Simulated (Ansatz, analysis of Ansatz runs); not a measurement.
# Migration in K2NaCl3 (P-3m1): H turning about Cl, charge +1

Wanted: path and barrier of a jump of H in K2NaCl3 (P-3m1) at charge +1. The case: H turning about Cl, in a cell of 54 host atoms with 1 H put in.

Method: plane-wave PAW DFT, PBEsol; nudged elastic band between two relaxed defect structures at fixed charge in a uniform background, in Ansatz 0.2.0.

## (1) Set-up

The cell holds 55 atoms: 18 K, 9 Na, 27 Cl and 1 H. Cell: a = 12.754 Å, b = 12.754 Å, c = 10.514 Å, α = 90.0°, β = 90.0°, γ = 120.0°. It derives from K2NaCl3 (space group P-3m1). Nearest the centre at fractional (0.574, 0.426, 0.954): H55 at 0.72 Å, Cl29 at 1.11 Å, Na45 at 2.10 Å, Na27 at 2.73 Å, Na51 at 2.73 Å, Cl46 at 3.03 Å, Cl22 at 3.03 Å, Cl28 at 3.50 Å. The cell carries charge +1.

The cell's shortest repeat is 10.5 Å.

## (2) Relaxation of the start point, charge +1

A barrier is counted from a minimum, so both ends are relaxed first. Small random displacements break the symmetry of the ideal sites, so that the defect can distort if it gains by it. The charge of +1 is set by the electron count, and a uniform background keeps the cell neutral.

File qp1_c54k1s.start/input.yaml:

```yaml
crystal:
  lattice:
    - [12.75421449, 0.0, 0.0]
    - [-6.37710725, 11.04547376, 0.0]
    - [0.0, 0.0, 10.51350475]
  atoms:
    - { symbol: K, position: [0.11111111, 0.22222222, 0.67778139] }
    - { symbol: K, position: [0.22222222, 0.11111111, 0.32221861] }
    - { symbol: Na, position: [0.0, 0.0, 0.0] }
    - { symbol: Cl, position: [0.11111111, 0.22222222, 0.14426525] }
    - { symbol: Cl, position: [0.22222222, 0.11111111, 0.85573475] }
    - { symbol: Cl, position: [0.0, 0.0, 0.5] }
    - { symbol: K, position: [0.11111111, 0.55555556, 0.67778139] }
    - { symbol: K, position: [0.22222222, 0.44444444, 0.32221861] }
    - { symbol: Na, position: [0.0, 0.33333333, 0.0] }
    - { symbol: Cl, position: [0.11111111, 0.55555556, 0.14426525] }
    - { symbol: Cl, position: [0.22222222, 0.44444444, 0.85573475] }
    - { symbol: Cl, position: [0.0, 0.33333333, 0.5] }
    - { symbol: K, position: [0.11111111, 0.88888889, 0.67778139] }
    - { symbol: K, position: [0.22222222, 0.77777778, 0.32221861] }
    - { symbol: Na, position: [0.0, 0.66666667, 0.0] }
    - { symbol: Cl, position: [0.11111111, 0.88888889, 0.14426525] }
    - { symbol: Cl, position: [0.22222222, 0.77777778, 0.85573475] }
    - { symbol: Cl, position: [0.0, 0.66666667, 0.5] }
    - { symbol: K, position: [0.44444444, 0.22222222, 0.67778139] }
    - { symbol: K, position: [0.55555556, 0.11111111, 0.32221861] }
    - { symbol: Na, position: [0.33333333, 0.0, 0.0] }
    - { symbol: Cl, position: [0.44444444, 0.22222222, 0.14426525] }
    - { symbol: Cl, position: [0.55555556, 0.11111111, 0.85573475] }
    - { symbol: Cl, position: [0.33333333, 0.0, 0.5] }
    - { symbol: K, position: [0.44444444, 0.55555556, 0.67778139] }
    - { symbol: K, position: [0.55555556, 0.44444444, 0.32221861] }
    - { symbol: Na, position: [0.33333333, 0.33333333, 0.0] }
    - { symbol: Cl, position: [0.44444444, 0.55555556, 0.14426525] }
    - { symbol: Cl, position: [0.55555556, 0.44444444, 0.85573475] }
    - { symbol: Cl, position: [0.33333333, 0.33333333, 0.5] }
    - { symbol: K, position: [0.44444444, 0.88888889, 0.67778139] }
    - { symbol: K, position: [0.55555556, 0.77777778, 0.32221861] }
    - { symbol: Na, position: [0.33333333, 0.66666667, 0.0] }
    - { symbol: Cl, position: [0.44444444, 0.88888889, 0.14426525] }
    - { symbol: Cl, position: [0.55555556, 0.77777778, 0.85573475] }
    - { symbol: Cl, position: [0.33333333, 0.66666667, 0.5] }
    - { symbol: K, position: [0.77777778, 0.22222222, 0.67778139] }
    - { symbol: K, position: [0.88888889, 0.11111111, 0.32221861] }
    - { symbol: Na, position: [0.66666667, 0.0, 0.0] }
    - { symbol: Cl, position: [0.77777778, 0.22222222, 0.14426525] }
    - { symbol: Cl, position: [0.88888889, 0.11111111, 0.85573475] }
    - { symbol: Cl, position: [0.66666667, 0.0, 0.5] }
    - { symbol: K, position: [0.77777778, 0.55555556, 0.67778139] }
    - { symbol: K, position: [0.88888889, 0.44444444, 0.32221861] }
    - { symbol: Na, position: [0.66666667, 0.33333333, 0.0] }
    - { symbol: Cl, position: [0.77777778, 0.55555556, 0.14426525] }
    - { symbol: Cl, position: [0.88888889, 0.44444444, 0.85573475] }
    - { symbol: Cl, position: [0.66666667, 0.33333333, 0.5] }
    - { symbol: K, position: [0.77777778, 0.88888889, 0.67778139] }
    - { symbol: K, position: [0.88888889, 0.77777778, 0.32221861] }
    - { symbol: Na, position: [0.66666667, 0.66666667, 0.0] }
    - { symbol: Cl, position: [0.77777778, 0.88888889, 0.14426525] }
    - { symbol: Cl, position: [0.88888889, 0.77777778, 0.85573475] }
    - { symbol: Cl, position: [0.66666667, 0.66666667, 0.5] }
    - { symbol: H, position: [0.630726, 0.482029, 0.953746] }
total_charge: 1
basis:
  ecutwfc: 420
  xc_grid: 2
hamiltonian:
  xc: pbesol
kpoints:
  mp_grid: { grid: [1, 1, 1], shift: [0.25, 0.25, 0.25] }
scf:
  occupations: { method: fixed }
  max_iter: 120
output:
  forces: true
relax:
  f_tol: 0.02
  max_steps: 70
  random_displacement: { amplitude: 0.03, seed: 1468 }
```

On the command line:

```sh
$ ansatz run input.yaml --threads 32 --pin off --max-ram 84787MiB --backend cuda --events-out ev --progress --plain --runs-dir out --max-vram 78GiB
```

Numbers of over 12 decimals in the logs are rounded to 6 here.

The program printed:

```text
[... repeated set-up lines and file paths are left out, and long positions are rounded to six places ...]
The last accepted step is kept in <dir> (removed where the run ends without a failure and the disk answers)
Engine: ansatz 0.2.0, aarch64-unknown-linux-gnu
Pseudopotentials: kind: paw
Pseudopotential: K, paw, valence charge 9, recommended cutoff 420 eV (normal), K.paw.azcp
Pseudopotential: Na, paw, valence charge 9, recommended cutoff 420 eV (normal), Na.paw.azcp
Pseudopotential: Cl, paw, valence charge 7, recommended cutoff 420 eV (normal), Cl.paw.azcp
Pseudopotential: H, paw, valence charge 1, recommended cutoff 420 eV (normal), H.paw.azcp
Functional definition: PBEsol
  exchange = pbesol_x
  correlation = pbesol_c
[...]
Crystal: 55 atoms, lattice volume = 1481.104 Å³
Basis set: ecut = 420 eV, 28931 PW (Γ), exchange–correlation on 180×180×144 points (8 copies of the dense FFT grid, shifted against one another)
Bands: 271, of which v1, the nominal top of the filled ones, is band 216 counted from 1 (215 counted from 0)
Symmetry: 1 space group operations
k-points: 1
Non-local potential: K, projectors of the file, l = 0: 3, l = 1: 2, l = 2: 2
Non-local potential: Na, projectors of the file, l = 0: 3, l = 1: 2, l = 2: 1
Non-local potential: Cl, projectors of the file, l = 0: 2, l = 1: 2, l = 2: 2
Non-local potential: H, projectors of the file, l = 0: 2, l = 1: 1
PAW form: soft (Blöchl's): semilocal exchange-correlation on the pseudo side does not see the compensation charge
PAW frozen core: K, regenerated for the run's functional, and the local potential with it (the file was generated under x = pbe(κ = 0.804, μ = 0.219515), c = pbe(β = 0.066725))
PAW frozen core: Na, regenerated for the run's functional, and the local potential with it (the file was generated under x = pbe(κ = 0.804, μ = 0.219515), c = pbe(β = 0.066725))
PAW frozen core: Cl, regenerated for the run's functional, and the local potential with it (the file was generated under x = pbe(κ = 0.804, μ = 0.219515), c = pbe(β = 0.066725))
PAW one-centre angular grid: K, 110 points (default); XC on 64 Gauss nodes
PAW one-centre angular grid: Na, 110 points (default); XC on 64 Gauss nodes
PAW one-centre angular grid: Cl, 110 points (default); XC on 64 Gauss nodes
PAW one-centre angular grid: H, 110 points (default); XC on 64 Gauss nodes
Initial density: superposition of atomic densities (neutral atoms scaled as one to the charged cell's electrons: chi_scale 0, normalization atom), corrected by the library's trained network
Initial wavefunctions: pseudopotential atomic-orbital guess
[...]
Functional: x = pbesol(κ = 0.804, μ = 0.123457), c = pbesol(β = 0.046)
SCF iter   1: F=—  HF=-69332.346648 eV  |F-HF|=—  |Δ(HF+E_count)|=         —  Δρ=3.49e-3  dr2=3.67e-1  ethr=1.77e-3  ⟨swp⟩=5.0  Hψ=860  notcnv=0  defer=53
preconditioner: auto → Resta (q_TF=auto, 2.222 Å⁻¹)  ε∞=2.6  [insulator: Δε(μ)=4.116 eV  Ē_g=13.762 eV  n_scr=276 (ndim 8)  ℏωp=17.4 eV  f_vac=0.061  ε∞_Penn≈2.6]
SCF iter   2: F=—  HF=-69332.216964 eV  |F-HF|=—  |Δ(HF+E_count)|=   1.30e-1  Δρ=1.50e-3  dr2=7.89e-2  ethr=8.49e-5  ⟨swp⟩=3.0  Hψ=454  notcnv=0  defer=53
[...]
SCF iter   6: F=-69332.182049 eV  HF=-69332.182047 eV  |F-HF|=2.04e-6  |Δ(HF+E_count)|=   1.69e-5  Δρ=8.75e-6  dr2=1.28e-6  ethr=2.31e-9  ⟨swp⟩=4.0  Hψ=823  notcnv=0
SCF 1 converged in 6 iterations: F = -69332.182049 eV  dr2 = 1.28e-6
  greatest PAW one-centre occupation: 0.999 electrons in one spin orbital (limit 2), on the Na atom at site 50 (counted from 0), in its partial waves of l = 0
relax step   1: F+E_penalty+E_count = -69332.18204883 eV  Δ(F+E_penalty+E_count) = +0.000e0 eV  max|allowed force component| = 1.270e0 eV/Å  Δτ_max = 0.0000 Å  (6 SCF iters, dr2 threshold 1.00e-5 eV, accepted)
[...]
iter 1 solved again at ethr=1.44e-4 eV; its pass at ethr=3.10e-3 eV (dr2=6.21e-1 eV) is discarded
SCF iter   1: F=—  HF=-69333.267300 eV  |F-HF|=—  |Δ(HF+E_count)|=         —  Δρ=6.79e-3  dr2=6.18e-1  ethr=1.44e-4  ⟨swp⟩=1.0  Hψ=861  notcnv=0  defer=53
[...]
SCF 2 converged in 5 iterations: F = -69333.023354 eV  dr2 = 9.35e-6
[...]
SCF 3 converged in 5 iterations: F = -69333.372121 eV  dr2 = 2.43e-5
[...]
SCF 4 converged in 5 iterations: F = -69333.468048 eV  dr2 = 1.74e-5
[...]
SCF 5 converged in 6 iterations: F = -69333.368296 eV  dr2 = 6.35e-7
[...]
SCF 6 converged in 7 iterations: F = -69333.527134 eV  dr2 = 1.66e-8
[...]
SCF 7 converged in 6 iterations: F = -69333.532897 eV  dr2 = 5.11e-8
[...]
SCF 8 converged in 6 iterations: F = -69333.534249 eV  dr2 = 5.25e-9
[...]
SCF 9 converged in 6 iterations: F = -69333.534820 eV  dr2 = 3.79e-9
[...]
SCF converged after 6 iterations
[...]
--- Relaxed structure (9 steps of the walk, 8 accepted, 0 SCFs on fresh bases) ---
  F+E_penalty+E_count = -69333.53481953 eV   max|allowed force component| = 3.453e-3 eV/Å
  atoms:
    - { symbol: K, position: [0.109504, 0.221518, 0.679091] }
    - { symbol: K, position: [0.221338, 0.109720, 0.321011] }
    [... 16 atoms left out ...]
    - { symbol: K, position: [0.441816, 0.216329, 0.673523] }
    [... 2 atoms left out ...]
    - { symbol: Cl, position: [0.447287, 0.223186, 0.140386] }
    [... 4 atoms left out ...]
    - { symbol: Na, position: [0.322467, 0.328010, 0.008190] }
    - { symbol: Cl, position: [0.447281, 0.557581, 0.140438] }
    - { symbol: Cl, position: [0.578221, 0.455989, 0.880656] }
    [... 13 atoms left out ...]
    - { symbol: K, position: [0.785175, 0.559358, 0.671967] }
    [... 1 atom left out ...]
    - { symbol: Na, position: [0.665791, 0.298911, -0.000950] }
    - { symbol: Cl, position: [0.751891, 0.542584, 0.116371] }
    [... 4 atoms left out ...]
    - { symbol: Na, position: [0.665779, 0.700386, -0.000988] }
    [... 3 atoms left out ...]
    - { symbol: H, position: [0.664952, 0.499230, 0.998553] }
```

Elapsed: 4.5 s, on 1 × NVIDIA GB200 with 32 threads of Arm Neoverse V2, shared host; peak memory 1.3 GiB.

The steps of the relaxation:

| step | energy less that of the first step (eV) | largest force component (eV/Å) |
| --- | --- | --- |
| 1 | 0.0000 | 1.2700 |
| 2 | -0.8413 | 0.9288 |
| 3 | -1.1901 | 0.6688 |
| 4 | -1.2860 | 0.5457 |
| 5 | -1.1862 | 1.5781 |
| 6 | -1.3451 | 0.0285 |
| 7 | -1.3508 | 0.0689 |
| 8 | -1.3522 | 0.0286 |
| 9 | -1.3528 | 0.0035 |

Relaxation step 5 was tried and not accepted.

The atoms that moved most (Å, from the sites as typed, ahead of the random displacement, the mean shift of all atoms taken out):

| atom | dx | dy | dz | length |
| --- | --- | --- | --- | --- |
| H55 | 0.330 | 0.191 | 0.473 | 0.608 |
| Na45 | 0.212 | -0.379 | -0.008 | 0.435 |
| Na51 | -0.223 | 0.373 | -0.009 | 0.435 |
| Cl46 | -0.244 | -0.143 | -0.291 | 0.406 |
| Cl29 | 0.219 | 0.128 | 0.264 | 0.366 |
| Na15 | 0.090 | 0.052 | -0.107 | 0.149 |
| Na27 | -0.101 | -0.058 | 0.088 | 0.146 |
| K26 | -0.088 | -0.051 | 0.043 | 0.110 |

Neighbours of H55 at the end:

| atom | distance (Å) |
| --- | --- |
| Cl29 | 1.567 |
| Cl46 | 1.567 |
| Na45 | 2.560 |
| Na51 | 2.560 |
| Cl22 | 3.543 |
| Cl28 | 3.543 |
| Cl47 | 3.551 |
| Cl53 | 3.551 |

Among the atoms that came to bonding distance: Cl46–H55 1.57 Å (from 2.58).

This step gave:

| Property | Result |
| --- | --- |
| free energy | -69333.5348 eV |
| r.m.s. move of the farther half of the atoms | 0.04027 Å |
| largest move from the ideal geometry of this structure, a common shift of the far atoms taken out | 0.6202 Å |

The relaxation gained 1.353 eV and ended with a largest force component of 0.0035 eV/Å.

## (3) Relaxation of the end point, charge +1

The end point is relaxed in the same cell and settings, so that the two energies compare. Atoms more than 3.2 Å from the middle of the hop start where the first relaxation left them, the nearer ones on or close to their ideal places, with small random displacements.

File qp1_c54k1s.end/input.yaml:

```yaml
crystal:
  lattice:
    - [12.75421449, 0.0, 0.0]
    - [-6.37710725, 11.04547376, 0.0]
    - [0.0, 0.0, 10.51350475]
  atoms:
    - { symbol: K, position: [0.1104318, 0.22143363, 0.6800618] }
    - { symbol: K, position: [0.22226611, 0.10963586, 0.32198137] }
[... 16 atom lines left out ...]
    - { symbol: K, position: [0.44274399, 0.21624464, 0.67449407] }
[... 2 atom lines left out ...]
    - { symbol: Cl, position: [0.44444444, 0.22222222, 0.14426525] }
[... 3 atom lines left out ...]
    - { symbol: K, position: [0.54701018, 0.43970076, 0.32706766] }
    - { symbol: Na, position: [0.33333333, 0.33333333, 0.0] }
    - { symbol: Cl, position: [0.44820902, 0.55749689, 0.14140893] }
    - { symbol: Cl, position: [0.55555556, 0.44444444, 0.85573475] }
[... 13 atom lines left out ...]
    - { symbol: K, position: [0.78610282, 0.55927305, 0.6729375] }
[... 1 atom line left out ...]
    - { symbol: Na, position: [0.66666667, 0.33333333, 0.0] }
    - { symbol: Cl, position: [0.77777778, 0.55555556, 0.14426525] }
    - { symbol: Cl, position: [0.88503442, 0.44154156, 0.85843924] }
[... 3 atom lines left out ...]
    - { symbol: Na, position: [0.66666667, 0.66666667, 0.0] }
[... 3 atom lines left out ...]
    - { symbol: H, position: [0.517971, 0.369274, 0.953746] }
total_charge: 1
basis:
  ecutwfc: 420
  xc_grid: 2
hamiltonian:
  xc: pbesol
kpoints:
  mp_grid: { grid: [1, 1, 1], shift: [0.25, 0.25, 0.25] }
scf:
  occupations: { method: fixed }
  max_iter: 120
output:
  forces: true
relax:
  f_tol: 0.02
  max_steps: 70
  random_displacement: { amplitude: 0.01, seed: 1468 }
```

The program printed:

```text
[...]
Crystal: 55 atoms, lattice volume = 1481.104 Å³
Basis set: ecut = 420 eV, 28931 PW (Γ), exchange–correlation on 180×180×144 points (8 copies of the dense FFT grid, shifted against one another)
Bands: 271, of which v1, the nominal top of the filled ones, is band 216 counted from 1 (215 counted from 0)
Symmetry: 1 space group operations
k-points: 1
[...]
SCF iter   1: F=—  HF=-69332.500167 eV  |F-HF|=—  |Δ(HF+E_count)|=         —  Δρ=3.54e-3  dr2=3.83e-1  ethr=1.77e-3  ⟨swp⟩=5.0  Hψ=859  notcnv=0  defer=53
[...]
SCF iter   2: F=—  HF=-69332.364265 eV  |F-HF|=—  |Δ(HF+E_count)|=   1.36e-1  Δρ=1.52e-3  dr2=8.37e-2  ethr=8.86e-5  ⟨swp⟩=3.0  Hψ=454  notcnv=0  defer=53
[...]
SCF iter   6: F=-69332.326728 eV  HF=-69332.326725 eV  |F-HF|=2.20e-6  |Δ(HF+E_count)|=   1.62e-5  Δρ=9.09e-6  dr2=1.40e-6  ethr=2.31e-9  ⟨swp⟩=4.0  Hψ=827  notcnv=0
SCF 1 converged in 6 iterations: F = -69332.326728 eV  dr2 = 1.40e-6
[...]
SCF 9 converged in 6 iterations: F = -69333.534679 eV  dr2 = 7.83e-9
[...]
SCF converged after 6 iterations
[...]
--- Relaxed structure (9 steps of the walk, 9 accepted, 0 SCFs on fresh bases) ---
  F+E_penalty+E_count = -69333.53467891 eV   max|allowed force component| = 1.303e-2 eV/Å
  atoms:
    - { symbol: K, position: [0.109356, 0.221526, 0.674603] }
    - { symbol: K, position: [0.217112, 0.109773, 0.324563] }
    [... 16 atoms left out ...]
    - { symbol: K, position: [0.440583, 0.214175, 0.671856] }
    [... 2 atoms left out ...]
    - { symbol: Cl, position: [0.457343, 0.247356, 0.116576] }
    [... 4 atoms left out ...]
    - { symbol: Na, position: [0.299302, 0.333216, -0.001091] }
    - { symbol: Cl, position: [0.442179, 0.552008, 0.140384] }
    - { symbol: Cl, position: [0.543703, 0.420693, 0.880809] }
    [... 13 atoms left out ...]
    - { symbol: K, position: [0.783551, 0.557473, 0.673570] }
    [... 1 atom left out ...]
    - { symbol: Na, position: [0.701061, 0.333447, -0.000961] }
    - { symbol: Cl, position: [0.776910, 0.552040, 0.140320] }
    [... 4 atoms left out ...]
    - { symbol: Na, position: [0.672007, 0.676975, 0.008124] }
    [... 3 atoms left out ...]
    - { symbol: H, position: [0.500724, 0.334429, 0.998492] }
```

It took 4.6 s on 1 × NVIDIA GB200 with 32 threads; peak memory 1.3 GiB; 21 s of CPU time.

The steps of the relaxation:

| step | energy less that of the first step (eV) | largest force component (eV/Å) |
| --- | --- | --- |
| 1 | 0.0000 | 1.0656 |
| 2 | -0.7022 | 0.5491 |
| 3 | -1.0342 | 0.5645 |
| 4 | -1.0756 | 0.9465 |
| 5 | -1.1038 | 1.1195 |
| 6 | -1.2046 | 0.0477 |
| 7 | -1.2047 | 0.0486 |
| 8 | -1.2071 | 0.0275 |
| 9 | -1.2080 | 0.0130 |

The atoms that moved most (Å, from the sites as typed, ahead of the random displacement):

| atom | dx | dy | dz | length |
| --- | --- | --- | --- | --- |
| H55 | 0.003 | -0.385 | 0.471 | 0.608 |
| Na45 | 0.439 | 0.002 | -0.010 | 0.439 |
| Na27 | -0.432 | -0.001 | -0.011 | 0.432 |
| Cl22 | 0.005 | 0.278 | -0.291 | 0.402 |
| Cl29 | 0.001 | -0.262 | 0.264 | 0.372 |
| K26 | 0.082 | 0.149 | -0.013 | 0.171 |
| Cl47 | 0.094 | 0.066 | -0.093 | 0.148 |
| Na51 | 0.004 | 0.114 | 0.086 | 0.143 |

Neighbours of H55 at the end:

| atom | distance (Å) |
| --- | --- |
| Cl29 | 1.562 |
| Cl22 | 1.570 |
| Na27 | 2.561 |
| Na45 | 2.561 |
| Cl28 | 3.543 |
| Cl46 | 3.544 |
| Cl23 | 3.550 |
| Cl5 | 3.551 |

Among the atoms that came to bonding distance: Cl22–H55 1.57 Å (from 2.58).

Numbers from this step:

```yaml
free_energy: -69333.5347 eV
r_m_s_move_of_the_farther_half_of_the_atoms: 0.04071 Å
largest_move_from_the_ideal_geometry_of_this_structure_a_common_shift_of_the_far_atoms_taken_out: 0.6194 Å
```

The relaxation gained 1.208 eV and ended with a largest force component of 0.013 eV/Å. The end lies within 1 meV of the start.

(Part 1 of 2 ends here.)

[Logs are printed without paths, hosts, clocks, repeated set-up lines and the standing remarks that a program may print on its own settings, such as how far it seeks lower states.]

[Hosts, paths, dates, database ids (printed as entryN), source tags and the programs' standing remarks are cut or masked in the printed files.]
